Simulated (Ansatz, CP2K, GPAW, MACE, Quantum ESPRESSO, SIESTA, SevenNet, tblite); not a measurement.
**CP2K runs on amorphous Zn12Cd27Se39 (78 atoms)**

Aim: run amorphous Zn12Cd27Se39 (78 atoms) in CP2K and see how near its forces come to a plane-wave reference, and at what cost.

Method: the method is named at each step, in CP2K 2026.2.

### 1. Starting point

The cell holds 78 atoms: 12 Zn, 27 Cd and 39 Se. Cell: a = 12.774 Å, b = 12.774 Å, c = 12.774 Å, α = 90.0°, β = 90.0°, γ = 90.0°. 78 atoms (12 Zn, 27 Cd, 39 Se) placed at random at 5.5 g/cm³, melted at 2500 K for 10 ps at fixed volume with the Stillinger-Weber II-VI potential (Zhou et al., Phys. Rev. B 88, 085309 (2013)). Quenched from 2500 K to 100 K at 50 K/ps and fixed volume, held 5 ps. Then every atom was moved at random, 0.02 Å r.m.s. a Cartesian component.

The yardstick, on the same geometry:

| Property | Result |
| --- | --- |
| method | Kohn-Sham DFT, PBE, PAW, plane waves (Ansatz 0.2.0); cutoff 420 eV, Γ point, fermi-dirac smearing of 0.05 eV; PAW set soft_2 |
| r.m.s. force component | 0.409 eV/Å |
| longest force | 1.638 eV/Å |
| pressure | 1.16 GPa |
| SCF cycles | 16 |
| time | 89 s on 4 threads of Arm Neoverse V2, shared host |
| CPU time | 5.8 min |

### 2. PBE, DZVP-MOLOPT-SR, 800/50 Ry, diagonalisation

Method: Kohn-Sham DFT, PBE, GTH-PBE pseudopotentials, Gaussian and plane waves, DZVP-MOLOPT-SR-GTH, diagonalisation.

Input file input.inp:

```
&GLOBAL
  PROJECT cell
  RUN_TYPE ENERGY_FORCE
  PRINT_LEVEL LOW
&END GLOBAL
&FORCE_EVAL
  METHOD QS
  STRESS_TENSOR ANALYTICAL
  &DFT
    BASIS_SET_FILE_NAME BASIS_MOLOPT
    POTENTIAL_FILE_NAME GTH_POTENTIALS
    &MGRID
      CUTOFF 800
      REL_CUTOFF 50
      NGRIDS 5
    &END MGRID
    &QS
      EPS_DEFAULT 1.0E-12
    &END QS
    &SCF
      SCF_GUESS ATOMIC
      EPS_SCF 5.0E-06
      MAX_SCF 200
      ADDED_MOS 14
      &DIAGONALIZATION
        ALGORITHM STANDARD
      &END DIAGONALIZATION
      &SMEAR ON
        METHOD FERMI_DIRAC
        ELECTRONIC_TEMPERATURE [K] 580
      &END SMEAR
      &MIXING
        METHOD BROYDEN_MIXING
        ALPHA 0.3
        NBROYDEN 12
      &END MIXING
      &PRINT
        &RESTART OFF
        &END RESTART
      &END PRINT
    &END SCF
    &XC
      &XC_FUNCTIONAL PBE
      &END XC_FUNCTIONAL
    &END XC
    &PRINT
      &MULLIKEN ON
      &END MULLIKEN
      &HIRSHFELD ON
        SHAPE_FUNCTION DENSITY
      &END HIRSHFELD
      &MO ON
        EIGENVALUES T
        OCCUPATION_NUMBERS T
        MO_INDEX_RANGE 340 363
        &EACH
          QS_SCF 0
        &END EACH
        ADD_LAST NUMERIC
      &END MO
    &END PRINT
  &END DFT
  &SUBSYS
    &CELL
      A 12.77450 0.00000 0.00000
      B 0.00000 12.77450 0.00000
      C 0.00000 0.00000 12.77450
    &END CELL
    &TOPOLOGY
      COORD_FILE_NAME structure.xyz
      COORD_FILE_FORMAT XYZ
    &END TOPOLOGY
    &KIND Zn
      BASIS_SET DZVP-MOLOPT-SR-GTH-q12
      POTENTIAL GTH-PBE-q12
    &END KIND
    &KIND Cd
      BASIS_SET DZVP-MOLOPT-SR-GTH-q12
      POTENTIAL GTH-PBE-q12
    &END KIND
    &KIND Se
      BASIS_SET DZVP-MOLOPT-SR-GTH-q6
      POTENTIAL GTH-PBE-q6
    &END KIND
  &END SUBSYS
  &PRINT
    &FORCES ON
    &END FORCES
    &STRESS_TENSOR ON
    &END STRESS_TENSOR
  &END PRINT
&END FORCE_EVAL
```

Input file structure.xyz:

```xyz
78

Zn 9.02378 9.53859 4.57531
Zn 6.84764 4.45511 11.18765
Zn 9.72535 1.31284 10.14334
Zn 6.92020 0.79432 3.75902
Zn 2.48311 5.62410 8.14873
Zn 0.14882 3.88102 11.40265
Zn 10.33904 0.50970 5.53034
Zn 6.50695 0.55710 12.45641
Zn 5.85340 10.45631 2.40620
Zn 5.10814 3.73450 1.90315
Zn 2.67983 5.89007 3.90772
Zn 0.24565 12.40315 11.14115
Cd 7.00681 5.43849 4.69067
Cd 6.71159 9.11128 11.29930
Cd 9.62686 11.41798 1.07715
Cd 4.12348 2.36673 5.76283
Cd 9.98046 10.16735 9.58598
Cd 11.01328 6.66062 6.74698
Cd 9.39079 3.11826 1.04547
Cd 2.54890 1.11189 1.83940
Cd 4.74969 9.05623 5.63202
Cd 3.42344 2.45398 10.84785
Cd 5.23818 7.96733 1.82356
Cd 6.84394 11.77272 7.42646
Cd 7.92773 7.11527 1.50305
Cd 1.47341 12.55721 4.48053
Cd 3.07303 9.06849 9.14769
Cd 0.18945 3.28381 3.71138
Cd 0.77298 1.98810 7.97257
Cd 10.14525 6.45636 10.63004
Cd 7.93105 3.15645 7.50157
Cd 1.75713 9.55354 2.80055
Cd 0.42782 8.18743 10.47726
Cd 11.77592 6.75107 1.88807
Cd 3.31830 10.98390 12.31883
Cd 0.17463 10.48352 6.98944
Cd 3.18954 6.49238 12.37172
Cd 3.70895 11.85908 8.53426
Cd 7.23803 7.25068 8.08013
Se 9.92195 8.86218 2.18482
Se 11.03653 10.90265 5.17687
Se 3.95320 12.38475 5.83156
Se 3.51184 11.23121 1.99257
Se 4.72209 4.26017 12.33442
Se 6.92582 11.00268 4.65682
Se 7.56749 9.73621 8.99785
Se 4.42113 7.38034 7.74007
Se 7.09713 11.05263 0.38809
Se 9.37137 0.60411 3.04697
Se 3.24689 3.35854 8.25539
Se 9.89615 4.97605 8.45991
Se 11.57651 5.50862 4.12361
Se 11.78601 8.67222 8.37535
Se 12.00445 1.84528 1.79699
Se 1.67742 7.02955 1.89995
Se 5.60072 1.34401 1.83838
[... 18 atom lines left out ...]
Se 7.87420 6.69716 11.65213
Se 2.07279 9.33279 5.41192
Se 12.49819 11.33430 2.31793
Se 0.74373 10.28232 12.24270
```

The run is started by

```console
$ OMP_NUM_THREADS=2 cp2k.psmp -i input.inp > output.txt
```

Numbers of over 12 decimals in the logs are rounded to 6 here.

Log:

```text
CP2K| version string:                                       CP2K version 2026.2
 CP2K| Input file name                                                 input.inp
 GLOBAL| Basis set file name                                        BASIS_MOLOPT
 GLOBAL| Potential file name                                      GTH_POTENTIALS
 GLOBAL| Run type                                                   ENERGY_FORCE
 GLOBAL| Total number of message passing processes                             1
 GLOBAL| Number of threads for this process                                    2
 TOTAL NUMBERS AND MAXIMUM NUMBERS
  Total number of            - Atomic kinds:                                   3
                             - Atoms:                                         78
                             - Shell sets:                                    78
                             - Shells:                                       468
                             - Primitive Cartesian functions:                363
                             - Cartesian basis functions:                   1716
                             - Spherical basis functions:                   1482
  Maximum angular momentum of- Orbital basis functions:                        3
                             - Local part of the GTH pseudopotential:          0
                             - Non-local part of the GTH pseudopotential:      4
 SCF PARAMETERS         Density guess:                                    ATOMIC
                        max_scf:                                             200
                        eps_scf:                                        5.00E-06
                        added MOs                                        14    0
                        Mixing method:                            BROYDEN_MIXING
                                                charge density mixing in g-space
                        Smear method:                                FERMI_DIRAC
                        Electronic temperature [K]:                        580.0
                        Electronic temperature [a.u.]:                  1.84E-03
                        Accuracy threshold:                             1.00E-10
 Extrapolation method: initial_guess
 Number of electrons:                                                        702
 Number of occupied orbitals:                                                351
 Number of molecular orbitals:                                               365
 Number of orbital functions:                                               1482
 Number of independent orbital functions:                                   1482
 SCF WAVEFUNCTION OPTIMIZATION
  Step     Update method      Time    Convergence         Total energy    Change
     1 NoMix/Diag. 0.30E+00    7.1     1.62654973     -2341.9130647963 -2.34E+03
     2 Broy./Diag. 0.30E+00    9.1     0.74628589     -2338.6711015382  3.24E+00
     3 Broy./Diag. 0.30E+00    9.3     0.54850840     -2339.0107263440 -3.40E-01
     4 Broy./Diag. 0.30E+00    9.3     0.46655353     -2339.3392461281 -3.29E-01
[...]
18 Broy./Diag. 0.30E+00   10.6     0.00003393     -2338.9313845307  6.16E-05
    19 Broy./Diag. 0.30E+00   10.6     0.00000490     -2338.9313306231  5.39E-05
  *** SCF run converged in    19 steps ***
  Electronic density on regular grids:       -701.9999999999        0.0000000001
  Core density on regular grids:              701.9999999989       -0.0000000011
  Total charge density on r-space grids:       -0.0000000009
  Total charge density g-space grids:          -0.0000000009
  Overlap energy of the core charge distribution:               1.20369e-07
  Self energy of the core charge distribution:              -3726.547626
  Core Hamiltonian energy:                                   1130.517898
  Hartree energy:                                             624.822120
  Exchange-correlation energy:                               -367.714685
  Electronic entropic energy:                                  -0.00903866
  Fermi energy:                                                 0.137844
  Total energy:                                             -2338.931331
  Total energy (extrapolated to T->0):                      -2338.926811
 MO| EIGENVALUES AND OCCUPATION NUMBERS
 MO|
 MO|  Index      Eigenvalue [a.u.]        Eigenvalue [eV]             Occupation
 MO|    340               0.098494               2.680169               2.000000
 MO|    341               0.100191               2.726348               2.000000
 MO|    342               0.101117               2.751525               2.000000
[...]
MO|    362               0.194225               5.285144               0.000000
 MO|    363               0.196406               5.344472               0.000000
 MO| Sum:                                                             702.000000
 MO| E(Fermi):            0.137844 a.u.          3.750927 eV
 !-----------------------------------------------------------------------------!
                     Mulliken Population Analysis
 #  Atom  Element  Kind  Atomic population                           Net charge
       1     Zn       1         11.847627                              0.152373
       2     Zn       1         11.890839                              0.109161
       3     Zn       1         11.862025                              0.137975
[...]
77     Se       3          6.076479                             -0.076479
      78     Se       3          6.171231                             -0.171231
 # Total charge                            702.000000                  0.000000
 !-----------------------------------------------------------------------------!
 !-----------------------------------------------------------------------------!
                           Hirshfeld Charges
  #Atom  Element  Kind  Ref Charge     Population                    Net charge
      1       Zn     1      12.000         11.784                         0.216
      2       Zn     1      12.000         11.786                         0.214
      3       Zn     1      12.000         11.778                         0.222
[...]
77       Se     3       6.000          6.196                        -0.196
     78       Se     3       6.000          6.250                        -0.250
  Total Charge                                                            0.000
 !-----------------------------------------------------------------------------!
 ENERGY| Total FORCE_EVAL ( QS ) energy [hartree]          -2338.931312
 FORCES| Atomic forces [hartree/bohr]
 FORCES|   Atom     x               y               z               |f|
 FORCES|      1  4.39586861E-03 -1.27021544E-03 -6.63542358E-03   8.06014604E-03
 FORCES|      2  3.07076397E-03  2.51654033E-03 -1.06562697E-02   1.13718358E-02
 FORCES|      3 -1.01787058E-03 -2.33969634E-03  2.59561272E-03   3.63970396E-03
[...]
FORCES|     77  1.32138131E-02 -5.69236641E-03  6.88669496E-03   1.59510018E-02
 FORCES|     78 -2.74288684E-03 -1.02374621E-02 -1.91489708E-03   1.07701388E-02
 FORCES| Sum     1.70193284E-04 -6.86030871E-05 -7.46552557E-04
 FORCES| Total atomic force                                       7.68773606E-04
 STRESS| Analytical stress tensor [bar]
 STRESS|                        x                   y                   z
 STRESS|      x        2.06500059612E+04  -4.06432378842E+03   1.78346443097E+03
 STRESS|      y       -4.06432378842E+03   1.62561506892E+04  -5.41668116815E+03
 STRESS|      z        1.78346443097E+03  -5.41668116815E+03   2.00520543192E+04
 STRESS| 1/3 Trace                                             1.89860703232E+04
```

The job ended after 3.7 min (2 threads of Arm Neoverse V2, shared host; peak memory 9.1 GiB).

Banners, paths, timers and routine set-up lines are dropped from the logs unmarked, and long logs keep their key lines alone; longer cuts are marked.

Against the reference:

| Item | Value |
| --- | --- |
| r.m.s. force component | 0.4364 eV/Å |
| r.m.s. difference of force components | 41.08 meV/Å |
| longest difference of force vectors | 143.2 meV/Å |
| force difference over r.m.s. force | 10.05 % |
| slope of forces against the reference's | 1.064 |
| correlation of force components | 0.9974 |
| pressure | 1.899 GPa |
| pressure difference | 0.739 GPa |

Length of the force difference by element (eV/Å):

```csv
element,atoms,mean,most
Cd,27,0.071,0.12
Se,39,0.058,0.14
Zn,12,0.077,0.11
```

The surroundings of Se43, which bears the longest force, nearest first, numbered as they follow in the input and with coordinates relative to it.

| atom | x | y | z | distance (Å) | bonds | Hirshfeld charge (e) | Fx | Fy | Fz (eV/Å) |
| --- | --- | --- | --- | --- | --- | --- | --- | --- | --- |
| Se43 | 0.00 | 0.00 | 0.00 | 0.00 | 4 | -0.22 | 0.83 | 0.50 | 1.49 |
| Cd35 | -0.19 | -0.25 | -2.45 | 2.47 | 4 | 0.22 | -0.45 | -0.15 | -0.77 |
| Zn9 | 2.34 | -0.77 | 0.41 | 2.50 | 3 | 0.19 | 0.01 | 0.29 | 0.03 |
| Cd32 | -1.75 | -1.68 | 0.81 | 2.56 | 4 | 0.22 | -0.91 | -0.41 | -0.09 |
| Cd20 | -0.96 | 2.66 | -0.15 | 2.83 | 4 | 0.30 | 0.17 | 0.02 | -0.11 |
| Cd26 | -2.04 | 1.33 | 2.49 | 3.48 | 3 | 0.26 | -0.13 | -0.49 | -0.03 |
| Se56 | 2.09 | 2.89 | -0.15 | 3.57 | 4 | -0.25 | -0.81 | -0.02 | -0.18 |
| Cd23 | 1.73 | -3.26 | -0.17 | 3.70 | 1 | 0.14 | -0.19 | 0.18 | -0.46 |
| Se77 | -3.79 | 0.10 | 0.33 | 3.80 | 3 | -0.20 | 0.68 | -0.29 | 0.35 |
| Se78 | -2.77 | -0.95 | -2.52 | 3.86 | 3 | -0.25 | -0.14 | -0.53 | -0.10 |
| Se48 | 3.59 | -0.18 | -1.60 | 3.93 | 4 | -0.24 | 0.27 | 0.08 | -0.30 |
| Se42 | 0.44 | 1.15 | 3.84 | 4.03 | 3 | -0.30 | -0.21 | 0.42 | 0.20 |

Forces lie 10 % from the reference's, at 1.1 times its CPU time (on 2 against 4 cores).

### 3. PBE, DZVP-MOLOPT-SR, 560/50 Ry, diagonalisation

Method: Kohn-Sham DFT, PBE, GTH-PBE pseudopotentials, Gaussian and plane waves, DZVP-MOLOPT-SR-GTH, diagonalisation.

input.inp: that of step 2 with these lines changed.

```diff
@@ -12,5 +12,4 @@
     &MGRID
-      CUTOFF 800
+      CUTOFF 560
       REL_CUTOFF 50
-      NGRIDS 5
     &END MGRID
```

structure.xyz is that of step 2.

Log:

```text
CP2K| version string:                                       CP2K version 2026.2
 CP2K| Input file name                                                 input.inp
 GLOBAL| Basis set file name                                        BASIS_MOLOPT
 GLOBAL| Potential file name                                      GTH_POTENTIALS
[... lines left out ...]
 Number of electrons:                                                        702
[... lines left out ...]
  Step     Update method      Time    Convergence         Total energy    Change
[... lines left out ...]
  *** SCF run converged in    19 steps ***
[... lines left out ...]
  Fermi energy:                                                 0.137844
  Total energy:                                             -2338.931448
  Total energy (extrapolated to T->0):                      -2338.926929
[... lines left out ...]
 MO| E(Fermi):            0.137844 a.u.          3.750930 eV
[... lines left out ...]
 ENERGY| Total FORCE_EVAL ( QS ) energy [hartree]          -2338.931430
[... lines left out ...]
 FORCES|      1  3.02706989E-03 -2.03697117E-04 -8.37719140E-03   8.90965658E-03
 FORCES|      2  1.64405115E-03  2.30397930E-03 -8.99977640E-03   9.43436272E-03
 FORCES|      3  1.07538592E-03 -3.02981188E-03  2.20537247E-03   3.89870269E-03
[...]
FORCES|     77  1.32139257E-02 -5.69270532E-03  6.88729069E-03   1.59514733E-02
 FORCES|     78 -2.74223665E-03 -1.02395320E-02 -1.91429361E-03   1.07718335E-02
 FORCES| Sum    -2.46352092E-04  2.24057354E-03  3.51682259E-03
 FORCES| Total atomic force                                       4.17718808E-03
 STRESS| Analytical stress tensor [bar]
 STRESS|                        x                   y                   z
 STRESS|      x        2.06464530137E+04  -4.06585629229E+03   1.78350100521E+03
 STRESS|      y       -4.06585629229E+03   1.62670946728E+04  -5.41682218254E+03
 STRESS|      z        1.78350100521E+03  -5.41682218254E+03   2.00889464371E+04
 STRESS| 1/3 Trace                                             1.90008313746E+04
```

It took 3.1 min on 2 threads; peak memory 5.8 GiB.

Numbers from this run, and their distance from the reference:

```
r.m.s. force component                          : 0.4348 eV/Å
r.m.s. difference of force components           : 42.49 meV/Å
longest difference of force vectors             : 143.2 meV/Å
force difference over r.m.s. force              : 10.39 %
slope of forces against the reference's         : 1.06
correlation of force components                 : 0.9968
pressure                                        : 1.9 GPa
pressure difference                             : 0.7405 GPa
energy less the same-level run's                : -0.0411 meV/atom
r.m.s. force difference from the same-level run : 26.7 meV/Å
```

Against the first run (10 %), the force difference from the reference is 10 %, at 0.86 times the CPU time.

### 4. The ladder

Differences are against the plane-wave reference, forces as r.m.s. over components; share is that over the reference's r.m.s. force, slope the least-squares factor from reference forces to these. Total energies of different programs have different zeros and aren't compared.

```
                                                          run  Δ force, r.m.s. (meV/Å)  share (%)  slope  Δ pressure (GPa)  cores  CPU time  memory (GiB)
                                                    reference                        -          -      -                 -      4   5.8 min           4.0
         CP2K PBE, DZVP-MOLOPT-SR, 800/50 Ry, diagonalisation                     41.1       10.0  1.064             0.739      2   6.6 min           9.1
CP2K PBE, DZVP-MOLOPT-SR, 560/50 Ry, diagonalisation (coarse)                     42.5       10.4  1.060             0.741      2   5.7 min           5.8
```

Rows marked coarse were listed beforehand as settings not expected to be converged; some can still land near the reference.

CPU time is summed over cores on a shared host, where runs went side by side, so it is rough. Symmetry, cutoffs, thresholds, outputs and thread counts weren't matched or tuned between programs; memory under MPI is the largest rank's times the ranks.

Mean charges by element (e), by run and scheme:

```
                                                 run     scheme     Zn     Cd     Se
CP2K PBE, DZVP-MOLOPT-SR, 800/50 Ry, diagonalisation   Mulliken  +0.13  +0.23  -0.20
CP2K PBE, DZVP-MOLOPT-SR, 800/50 Ry, diagonalisation  Hirshfeld  +0.22  +0.25  -0.24
CP2K PBE, DZVP-MOLOPT-SR, 560/50 Ry, diagonalisation   Mulliken  +0.13  +0.23  -0.20
CP2K PBE, DZVP-MOLOPT-SR, 560/50 Ry, diagonalisation  Hirshfeld  +0.22  +0.25  -0.24
```

Within one program, basis, potentials and functional, energies share a zero. Each run against its twin at the usual cutoff or grid and solver:

```
                                                 run                                        twin  Δ energy (meV/atom)  Δ force, r.m.s. (meV/Å)  CPU time over the twin's
CP2K PBE, DZVP-MOLOPT-SR, 560/50 Ry, diagonalisation  DZVP-MOLOPT-SR, 800/50 Ry, diagonalisation              -0.0411                     26.7                      0.86
```

### 5. What came out

| Property | Result |
| --- | --- |
| nearest in forces | a tie at 10 % of 2 runs: CP2K PBE, DZVP-MOLOPT-SR, 800/50 Ry, diagonalisation; CP2K PBE, DZVP-MOLOPT-SR, 560/50 Ry, diagonalisation (coarse) |

In words: The PBE run in local orbitals, coarse settings apart, differs by 10 % (CP2K PBE, DZVP-MOLOPT-SR, 800/50 Ry, diagonalisation); basis, grid and potentials can all enter. Runs with settings chosen to be coarse differ by 10 % (CP2K PBE, DZVP-MOLOPT-SR, 560/50 Ry, diagonalisation), their programs' other errors included. None of the electronic-structure runs in the table takes under half the reference's CPU time of 5.8 min; they take 0.97 to 1.1 times as much. Charges hang on scheme and program or settings: among these rows the mean for Zn runs from +0.13 to +0.22 e. The potentials hold different valence shells: 1308 electrons in the reference, 702 in CP2K with DZVP-MOLOPT-SR; this bears on time and differences. The quench rate of 50 K/ps is many orders above laboratory rates, so the cell is likely richer in defects and strain than a real sample. The network of bonds at the start is that of the classical potential that made the cell, and needn't be the one that DFT or experiment would give. The electronic-structure runs sample only Γ, in a cell whose shortest periodic width is 13 Å, which is coarse for a cell with partly filled levels.

[Also dropped from logs without a mark: logging warnings of Python, and SIESTA's first energy breakdown and zero terms.]

[Logs are printed without paths, hosts, clocks, repeated set-up lines and the standing remarks that a program may print on its own settings, such as how far it seeks lower states.]

[Hosts, paths, dates, database ids (printed as entryN), source tags and the programs' standing remarks are cut or masked in the printed files.]
